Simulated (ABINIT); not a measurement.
# BeH2 (Fm-3m): from the cell to the phonon bands, part 2 of 5

How does BeH2 (Fm-3m) vibrate, and is this structure a minimum?

ABINIT 10.8.3; DFT LDA, scalar-relativistic, plane waves, PseudoDojo norm-conserving pseudopotentials.

So far. Step 5 (Relaxing the cell and atoms): The volume changes by +0.1 % in this run and stands -30.0 % from the first cell. Step 6 (Ground state): The cell stands at -0.86 GPa: the relaxation ran with a smoothed and higher cutoff, and the difference is a stress of the finite basis. The relaxed cell has a = 3.907 Å (conventional setting).

The structure was built from a prototype and need not be the compound's stable phase.

### 7. Zone-centre response

At q = 0 one unit cell holds all displacements. The response is solved for single atoms along the cell's directions, and symmetry skips those that follow from others. The crystal is treated as a metal, which screens a static field, so no field response is asked.

dfpt_gamma.abi reads:

```

# common to the responses
getwfk_filepath "gso_WFK"
kptopt 2
nqpt 1
qpt 0.0 0.0 0.0
asr 0
chneut 0

# displacements
rfphon 1
rfatpol 1 3
rfdir 1 1 1
tolvrs 1.0d-10
prtwf 0

# basis, mesh and filling
ecut 38.0
ngkpt 12 12 12
nshiftk 1
shiftk 0.0 0.0 0.0
istwfk *1
occopt 6
tsmear 0.01
nband 8
nstep 100
diemac 1000000.0
prtebands 0
prtgsr 0
useylm 1

# cell and atoms
acell 5.220561402 5.220561402 5.220561402
rprim 
    0.0 0.7071067812 0.7071067812
    0.7071067812 0.0 0.7071067812
    0.7071067812 0.7071067812 0.0
ntypat 2
znucl 4 1
natom 3
typat 1 2 2
xred 
    0.0 0.0 0.0
    0.25 0.25 0.25
    0.75 0.75 0.75
pp_dirpath "./pseudo"
pseudos "Be.upf, H.upf"
```

Command:

```bash
$ OMP_NUM_THREADS=1 mpirun -n 2 abinit dfpt_gamma.abi > dfpt_gamma.log
```

Numbers of over 12 decimals in the logs are rounded to 6 here.

dfpt_gamma.abo, the main output file:

```text
[banners, grids, parts of the stress and lines that vanish by symmetry left out]
- input  file    -> dfpt_gamma.abi
- output file    -> dfpt_gamma.abo
- root for input  files -> dfpt_gammai
- root for output files -> dfpt_gammao

 Symmetries : space group Fm -3 m (#225); Bravais cF (face-center cubic)
================================================================================
 Values of the parameters that define the memory need of the present run (RF).
     intxc =       0      iscf =       7    lmnmax =       8     lnmax =       4
     mgfft =      30  mpssoang =       2    mqgrid =    3001     natom =       3
  nloc_mem =       1    nspden =       1   nspinor =       1    nsppol =       1
      nsym =      48    n1xccc =       0    ntypat =       2    occopt =       6
   xclevel =       1
-    mband =           8        mffmem =           1         mkmem =         434
-   mkqmem =         434        mk1mem =         434           mpw =        1158
      nfft =       27000          nkpt =         868
- my_mband =           8
================================================================================
================================================================================

--------------------------------------------------------------------------------
------------- Echo of variables that govern the present computation ------------
--------------------------------------------------------------------------------
-
- outvars: echo of selected default values
-   iomode0 =  0 , fftalg0 =312 , wfoptalg0 =  0
-
- outvars: echo of global parameters not present in the input file
-  max_nthreads =    1
-
 -outvars: echo values of preprocessed input variables
 [... echo left out ...]
================================================================================

 chkinp: Checking input parameters for consistency.

[...]
== DATASET  1 ==================================================================
-   mpi_nproc: 2, omp_nthreads: 1 (-1 if OMP is not activated)

--- !DatasetInfo
iteration_state: {dtset: 1, }
dimensions: {natom: 3, nkpt: 868, mband: 8, nsppol: 1, nspinor: 1, nspden: 1, mpw: 1158, }
cutoff_energies: {ecut:  38.0, pawecutdg:  -1.0, }
electrons: {nelect:   6.00000000E+00, charge:   0.00000000E+00, occopt:   6.00000000E+00, tsmear:   1.00000000E-02, }
meta: {optdriver: 1, rfphon: 1, }
...

 mkfilename: getwfk from: gso_WFK

 Real(R)+Recip(G) space primitive vectors, cartesian coordinates (Bohr,Bohr^-1):
 R(1)=  0.0000000  3.6914944  3.6914944  G(1)= -0.1354465  0.1354465  0.1354465
 R(2)=  3.6914944  0.0000000  3.6914944  G(2)=  0.1354465 -0.1354465  0.1354465
 R(3)=  3.6914944  3.6914944  0.0000000  G(3)=  0.1354465  0.1354465 -0.1354465
 Unit cell volume ucvol=  1.0060895E+02 bohr^3
 Angles (23,13,12)=  6.00000000E+01  6.00000000E+01  6.00000000E+01 degrees
 setup1 : take into account q-point for computing boxcut.

 getcut: wavevector=  0.0000  0.0000  0.0000  ngfft=  30  30  30
         ecut(hartree)=     38.000   => boxcut(ratio)=   2.07314

--- Pseudopotential description ------------------------------------------------
- pspini: atom type   1  psp file is ./pseudo/Be.upf

- pspini: atom type   2  psp file is ./pseudo/H.upf

   2.07042177E+01                                ecore*ucvol(ha*bohr**3)
--------------------------------------------------------------------------------

 ==>  initialize data related to q vector <==

 The list of irreducible perturbations for this q vector is:
    1)    idir= 1    ipert=   1
    2)    idir= 1    ipert=   2

[...]
The perturbation idir=   2  ipert=   1 is
 symmetric of a previously calculated perturbation.
 So, its SCF calculation is not needed.

 The perturbation idir=   3  ipert=   1 is
 symmetric of a previously calculated perturbation.
 So, its SCF calculation is not needed.

 The perturbation idir=   2  ipert=   2 is
 symmetric of a previously calculated perturbation.
 So, its SCF calculation is not needed.

 The perturbation idir=   3  ipert=   2 is
 symmetric of a previously calculated perturbation.
 So, its SCF calculation is not needed.

 The perturbation idir=   1  ipert=   3 is
 symmetric of a previously calculated perturbation.
 So, its SCF calculation is not needed.

 The perturbation idir=   2  ipert=   3 is
 symmetric of a previously calculated perturbation.
 So, its SCF calculation is not needed.

 The perturbation idir=   3  ipert=   3 is
 symmetric of a previously calculated perturbation.
 So, its SCF calculation is not needed.

--------------------------------------------------------------------------------
 Perturbation wavevector (in red.coord.)   0.000000  0.000000  0.000000
 Perturbation : displacement of atom   1   along direction   1
 Found     4 symmetries that leave the perturbation invariant.

[...]
dfpt_looppert : total number of electrons, from k and k+q
  fully or partially occupied states are    6.000000E+00 and    6.000000E+00.
 Initialisation of the first-order wave-functions :
  ireadwf=   0

--- !BeginCycle
iteration_state: {dtset: 1, }
solver: {iscf: 7, nstep: 100, nline: 4, wfoptalg: 0, }
tolerances: {tolvrs: 1.00E-10, }
...

     iter   2DEtotal(Ha)        deltaE(Ha) residm    vres2
-ETOT  1   1.013450     -2.141E+03 4.447E+01 8.043E+01
 ETOT  2  0.334595     -6.789E-01 2.624E-02 2.129E+00
 ETOT  3  0.333981     -6.138E-04 1.069E-05 1.300E-02
 ETOT  4  0.333979     -1.674E-06 1.468E-08 3.964E-04
 ETOT  5  0.333979     -6.170E-08 5.905E-10 8.493E-07
[...]
At SCF step    7       vres2   =  1.85E-11 < tolvrs=  1.00E-10 =>converged.
[...]
Mean square residual over all n,k,spin=   56.301E-17; max=  93.215E-16

 Thirteen components of 2nd-order total energy (hartree) are
 1,2,3: 0th-order hamiltonian combined with 1st-order wavefunctions
     kin0=   1.77211616E+03 eigvalue=   7.61812971E+02  local=  -5.73839258E+02
 4,5,6: 1st-order hamiltonian combined with 1st and 0th-order wfs
 loc psp =  -1.23117380E+03  Hartree=   3.51248673E+02     xc=  -1.47246832E+02
 note that "loc psp" includes a xc core correction that could be resolved
 7,8,9: eventually, occupation + non-local contributions
    edocc=   1.90654069E+02     enl0=  -2.12923158E+02   enl1=  -3.05247144E+03
 1-9 gives the relaxation energy (to be shifted if some occ is /=2.0)
   erelax=  -2.14182263E+03
 10,11,12 Non-relaxation  contributions : frozen-wavefunctions and Ewald
 fr.local=   6.02420353E+02 fr.nonlo=   1.53065854E+03  Ewald=   9.07771170E+00
 13,14 Frozen wf xc core corrections (1) and (2)
 frxc 1  =   0.00000000E+00  frxc 2 =   0.00000000E+00
 Resulting in :
 2DEtotal=    0.3339790511E+00 Ha. Also 2DEtotal=    0.908803295718E+01 eV
    (2DErelax=   -2.1418226252E+03 Ha. 2DEnonrelax=    2.1421566042E+03 Ha)
    (  non-var. 2DEtotal :    3.3398012909E-01 Ha)

[...]
Perturbation wavevector (in red.coord.)   0.000000  0.000000  0.000000
 Perturbation : displacement of atom   2   along direction   1
 Found     2 symmetries that leave the perturbation invariant.

--------------------------------------------------------------------------------

--------------------------------------------------------------------------------

 dfpt_looppert : total number of electrons, from k and k+q
  fully or partially occupied states are    6.000000E+00 and    6.000000E+00.
 Initialisation of the first-order wave-functions :
  ireadwf=   0

--- !BeginCycle
iteration_state: {dtset: 1, }
solver: {iscf: 7, nstep: 100, nline: 4, wfoptalg: 0, }
tolerances: {tolvrs: 1.00E-10, }
...

     iter   2DEtotal(Ha)        deltaE(Ha) residm    vres2
-ETOT  1  0.927217     -2.831E+01 3.035E-01 3.321E+02
[...]
ETOT  6  0.834886     -1.583E-10 1.185E-12 1.809E-09
 ETOT  7  0.834886     -3.268E-13 1.216E-15 3.702E-12

 At SCF step    7       vres2   =  3.70E-12 < tolvrs=  1.00E-10 =>converged.
[...]
Mean square residual over all n,k,spin=   22.549E-17; max=  12.164E-16

 Thirteen components of 2nd-order total energy (hartree) are
 1,2,3: 0th-order hamiltonian combined with 1st-order wavefunctions
     kin0=   2.65933330E+01 eigvalue=   9.29519216E-02  local=  -5.22865210E+00
 4,5,6: 1st-order hamiltonian combined with 1st and 0th-order wfs
 loc psp =  -4.05566118E+01  Hartree=   6.25670302E+00     xc=  -3.86109779E+00
 note that "loc psp" includes a xc core correction that could be resolved
 7,8,9: eventually, occupation + non-local contributions
    edocc=   5.00942912E+00     enl0=  -4.58084843E-01   enl1=  -1.62525528E+01
 1-9 gives the relaxation energy (to be shifted if some occ is /=2.0)
   erelax=  -2.84045822E+01
 10,11,12 Non-relaxation  contributions : frozen-wavefunctions and Ewald
 fr.local=   1.56745015E+01 fr.nonlo=   7.89139688E+00  Ewald=   5.67356981E+00
 13,14 Frozen wf xc core corrections (1) and (2)
 frxc 1  =   0.00000000E+00  frxc 2 =   0.00000000E+00
 Resulting in :
 2DEtotal=    0.8348859252E+00 Ha. Also 2DEtotal=    0.227184033830E+02 eV
    (2DErelax=   -2.8404582226E+01 Ha. 2DEnonrelax=    2.9239468151E+01 Ha)
    (  non-var. 2DEtotal :    8.3488587034E-01 Ha)

[...]
---- first-order wavefunction calculations are completed ----

 ==> Compute Derivative Database <==

 [... matrices left out ...]
  Phonon wavevector (reduced coordinates) :  0.00000  0.00000  0.00000
 Phonon energies in Hartree :
   4.686237E-05  4.686237E-05  4.686237E-05  2.016563E-03  2.016563E-03
   2.016563E-03  5.479160E-03  5.479160E-03  5.479160E-03
 Phonon frequencies in cm-1    :
-  1.028510E+01  1.028510E+01  1.028510E+01  4.425843E+02  4.425843E+02
-  4.425843E+02  1.202537E+03  1.202537E+03  1.202537E+03

== END DATASET(S) ==============================================================
================================================================================

 -outvars: echo values of variables after computation
            acell      5.2205614020E+00  5.2205614020E+00  5.2205614020E+00 Bohr
           etotal      8.3488592524E-01
            fcart      0.0000000000E+00  0.0000000000E+00  0.0000000000E+00
           strten      0.0000000000E+00  0.0000000000E+00  0.0000000000E+00
================================================================================
```

It took 74 s on 2 MPI ranks of Intel Xeon at 2.70GHz, shared host.

This step gave:

- largest acoustic frequency at the zone centre before the sum rule: 10.29 cm⁻¹
- highest optical zone-centre mode (no LO-TO term): 1203 cm⁻¹
- lowest optical zone-centre mode: 442.6 cm⁻¹

The acoustic modes at Γ come out as far as 10.3 cm⁻¹ from zero, where they should vanish, a sizeable error of basis and grid.

### 8. Modes with the sum rule

anaddb reads the merged derivatives and imposes the acoustic sum rule.

anaddb.abi reads:

```
ddb_filepath "gamma_DDB"
output_file "anaddb.abo"
outdata_prefix "anaddb"
asr 1
chneut 1
enunit 2
eivec 1
nph1l 1
qph1l 0.0 0.0 0.0 1.0
```

mrgddb.in reads:

```
gamma_DDB
merged
2
dfpt_gammao_DDB
gso_DDB
```

Command:

```bash
$ mrgddb < mrgddb.in > mrgddb.log
$ OMP_NUM_THREADS=1 anaddb anaddb.abi > anaddb.log
```

anaddb.abo, the main output file:

```text
-outvars_anaddb: echo values of input variables ----------------------

 Miscellaneous information :
      enunit         2
       eivec         1
         asr         1
 First list of wavevector (reduced coord.) :
       nph1l         1
       qph1l
                     0.00000000E+00  0.00000000E+00  0.00000000E+00    1.000E+00

================================================================================

 read the DDB information and perform some checks

  ==== Info on the Cryst% object ====
 Real(R)+Recip(G) space primitive vectors, cartesian coordinates (Bohr,Bohr^-1):
 R(1)=  0.0000000  3.6914944  3.6914944  G(1)= -0.1354465  0.1354465  0.1354465
 R(2)=  3.6914944  0.0000000  3.6914944  G(2)=  0.1354465 -0.1354465  0.1354465
 R(3)=  3.6914944  3.6914944  0.0000000  G(3)=  0.1354465  0.1354465 -0.1354465
 Unit cell volume ucvol=  1.0060895E+02 bohr^3
 Angles (23,13,12)=  6.00000000E+01  6.00000000E+01  6.00000000E+01 degrees
 Time-reversal symmetry is present
 Reduced atomic positions [iatom, xred, symbol]:
    1)    0.0000000  0.0000000  0.0000000  Be
    2)    0.2500000  0.2500000  0.2500000   H
    3)    0.7500000  0.7500000  0.7500000   H

 DDB file with 3 blocks has been read.

================================================================================

 Treat the first list of vectors

  Phonon wavevector (reduced coordinates) :  0.00000  0.00000  0.00000
 Phonon energies in Hartree :
  -2.693041E-08 -2.687927E-08 -2.672582E-08  2.016456E-03  2.016456E-03
   2.016456E-03  5.479167E-03  5.479167E-03  5.479167E-03
 Phonon energies in meV     :
- -7.328139E-04 -7.314221E-04 -7.272465E-04  5.487056E+01  5.487056E+01
-  5.487056E+01  1.490957E+02  1.490957E+02  1.490957E+02
 Phonon frequencies in cm-1    :
- -5.910543E-03 -5.899317E-03 -5.865639E-03  4.425609E+02  4.425609E+02
-  4.425609E+02  1.202538E+03  1.202538E+03  1.202538E+03
 Phonon frequencies in Thz     :
- -1.771936E-04 -1.768571E-04 -1.758474E-04  1.326764E+01  1.326764E+01
-  1.326764E+01  3.605119E+01  3.605119E+01  3.605119E+01
 Phonon energies in Kelvin  :
- -8.503952E-03 -8.487801E-03 -8.439345E-03  6.367464E+02  6.367464E+02
-  6.367464E+02  1.730184E+03  1.730184E+03  1.730184E+03

 Eigendisplacements
 (will be given, for each mode : in cartesian coordinates
   for each atom the real part of the displacement vector,
   then the imaginary part of the displacement vector - absolute values smaller than 1.0d-7 are set to zero)
  Mode number    1   Energy   -2.693041E-08
 Attention : low frequency mode.
   (Could be unstable or acoustic mode)
-  1  0.00000000E+00 -4.57310731E-07  7.05298730E-03
-     0.00000000E+00  0.00000000E+00  0.00000000E+00
-  2  0.00000000E+00 -4.57294869E-07  7.05274267E-03
-     0.00000000E+00  0.00000000E+00  0.00000000E+00
-  3  0.00000000E+00 -4.57294869E-07  7.05274267E-03
-     0.00000000E+00  0.00000000E+00  0.00000000E+00
  Mode number    2   Energy   -2.687927E-08
 Attention : low frequency mode.
   (Could be unstable or acoustic mode)
-  1  1.84458118E-06  7.05298706E-03  4.57297729E-07
-     0.00000000E+00  0.00000000E+00  0.00000000E+00
-  2  1.84451720E-06  7.05274243E-03  4.57281868E-07
-     0.00000000E+00  0.00000000E+00  0.00000000E+00
-  3  1.84451720E-06  7.05274243E-03  4.57281868E-07
-     0.00000000E+00  0.00000000E+00  0.00000000E+00
  Mode number    3   Energy   -2.672582E-08
 Attention : low frequency mode.
   (Could be unstable or acoustic mode)
-  1  7.05298708E-03 -1.84457795E-06  0.00000000E+00
-     0.00000000E+00  0.00000000E+00  0.00000000E+00
-  2  7.05274245E-03 -1.84451398E-06  0.00000000E+00
-     0.00000000E+00  0.00000000E+00  0.00000000E+00
-  3  7.05274245E-03 -1.84451398E-06  0.00000000E+00
-     0.00000000E+00  0.00000000E+00  0.00000000E+00
  Mode number    4   Energy    2.016456E-03
-  1  2.02596361E-07 -1.83987755E-07  3.33561101E-03
-     0.00000000E+00  0.00000000E+00  0.00000000E+00
-  2 -9.05757588E-07  8.22563171E-07 -1.49126814E-02
-     0.00000000E+00  0.00000000E+00  0.00000000E+00
-  3 -9.05757588E-07  8.22563172E-07 -1.49126814E-02
-     0.00000000E+00  0.00000000E+00  0.00000000E+00
  Mode number    5   Energy    2.016456E-03
-  1  9.79380954E-07  3.33561088E-03  1.83928262E-07
-     0.00000000E+00  0.00000000E+00  0.00000000E+00
-  2 -4.37856696E-06 -1.49126808E-02 -8.22297195E-07
-     0.00000000E+00  0.00000000E+00  0.00000000E+00
-  3 -4.37856696E-06 -1.49126808E-02 -8.22297195E-07
-     0.00000000E+00  0.00000000E+00  0.00000000E+00
  Mode number    6   Energy    2.016456E-03
-  1  3.33561088E-03 -9.79369779E-07 -2.02650373E-07
-     0.00000000E+00  0.00000000E+00  0.00000000E+00
-  2 -1.49126808E-02  4.37851700E-06  9.05999063E-07
-     0.00000000E+00  0.00000000E+00  0.00000000E+00
-  3 -1.49126808E-02  4.37851700E-06  9.05999063E-07
-     0.00000000E+00  0.00000000E+00  0.00000000E+00
  Mode number    7   Energy    5.479167E-03
-  1  0.00000000E+00  0.00000000E+00  0.00000000E+00
-     0.00000000E+00  0.00000000E+00  0.00000000E+00
-  2  3.32572605E-06  4.67969104E-06 -1.64963395E-02
-     0.00000000E+00  0.00000000E+00  0.00000000E+00
-  3 -3.32572605E-06 -4.67969104E-06  1.64963395E-02
-     0.00000000E+00  0.00000000E+00  0.00000000E+00
  Mode number    8   Energy    5.479167E-03
-  1  0.00000000E+00  0.00000000E+00  0.00000000E+00
-     0.00000000E+00  0.00000000E+00  0.00000000E+00
-  2  7.68321152E-06 -1.64963380E-02 -4.67814167E-06
-     0.00000000E+00  0.00000000E+00  0.00000000E+00
-  3 -7.68321152E-06  1.64963380E-02  4.67814167E-06
-     0.00000000E+00  0.00000000E+00  0.00000000E+00
  Mode number    9   Energy    5.479167E-03
-  1  0.00000000E+00  0.00000000E+00  0.00000000E+00
-     0.00000000E+00  0.00000000E+00  0.00000000E+00
-  2  1.64963383E-02  7.68226792E-06  3.32790513E-06
-     0.00000000E+00  0.00000000E+00  0.00000000E+00
-  3 -1.64963383E-02 -7.68226792E-06 -3.32790513E-06
-     0.00000000E+00  0.00000000E+00  0.00000000E+00

 Analysis of degeneracies and characters (maximum tolerance=1.00E-06 a.u.)
 For each vibration mode, or group of modes if degenerate,
 the characters are given for each symmetry operation (see the list in the log file).
 Symmetry characters of vibration mode #   1
       degenerate with vibration modes #   2 to    3
  3.0 -3.0 -1.0  1.0 -1.0  1.0 -1.0  1.0  1.0 -1.0 -1.0  1.0  1.0 -1.0 -1.0  1.0
 -0.0  0.0 -0.0  0.0  0.0 -0.0 -0.0  0.0  1.0 -1.0 -1.0  1.0 -1.0  1.0  1.0 -1.0
  0.0 -0.0  0.0 -0.0 -0.0  0.0 -0.0  0.0  1.0 -1.0  1.0 -1.0 -1.0  1.0 -1.0  1.0
 Symmetry characters of vibration mode #   4
       degenerate with vibration modes #   5 to    6
  3.0 -3.0 -1.0  1.0 -1.0  1.0 -1.0  1.0  1.0 -1.0 -1.0  1.0  1.0 -1.0 -1.0  1.0
  0.0 -0.0 -0.0  0.0  0.0 -0.0 -0.0  0.0  1.0 -1.0 -1.0  1.0 -1.0  1.0  1.0 -1.0
  0.0 -0.0  0.0 -0.0 -0.0  0.0 -0.0  0.0  1.0 -1.0  1.0 -1.0 -1.0  1.0 -1.0  1.0
 Symmetry characters of vibration mode #   7
       degenerate with vibration modes #   8 to    9
  3.0  3.0 -1.0 -1.0 -1.0 -1.0 -1.0 -1.0  1.0  1.0 -1.0 -1.0  1.0  1.0 -1.0 -1.0
  0.0  0.0  0.0  0.0 -0.0 -0.0 -0.0 -0.0  1.0  1.0 -1.0 -1.0 -1.0 -1.0  1.0  1.0
  0.0  0.0 -0.0 -0.0 -0.0 -0.0  0.0  0.0  1.0  1.0  1.0  1.0 -1.0 -1.0 -1.0 -1.0
-
```

Elapsed: 0.79 s, on 1 thread.

No LO-TO term; unit eigenvectors of the mass-weighted matrix, from anaddb's displacements. Modes at Γ, with each element's share of the kinetic energy:

```tsv
mode	frequency (cm⁻¹)	symmetry	Be %	H %
1	0.0	acoustic	82	18
2	0.0	acoustic	82	18
3	0.0	acoustic	82	18
4	442.6	T1u	18	82
5	442.6	T1u	18	82
6	442.6	T1u	18	82
7	1202.5	T2g	0	100
8	1202.5	T2g	0	100
9	1202.5	T2g	0	100
```

Displacements in mode 6 (442.6 cm⁻¹), the largest set to 1:
```
Be1  0.22  0.00  0.00
H2  -1.00  0.00  0.00
H3  -1.00  0.00  0.00
```

Displacements in mode 9 (1202.5 cm⁻¹), the largest set to 1:
```
Be1  0.00  0.00  0.00
H2   1.00  0.00  0.00
H3  -1.00  0.00  0.00
```

The rule moves no optical mode by more than 0.1 cm⁻¹.

[end of part 2 of 5]

[Host names and launcher messages were left out of these logs when they were recorded.]

[Logs are printed without paths, hosts, clocks, repeated set-up lines and the standing remarks that a program may print on its own settings, such as how far it seeks lower states.]

[Hosts, paths, dates, database ids (printed as entryN), source tags and the programs' standing remarks are cut or masked in the printed files.]
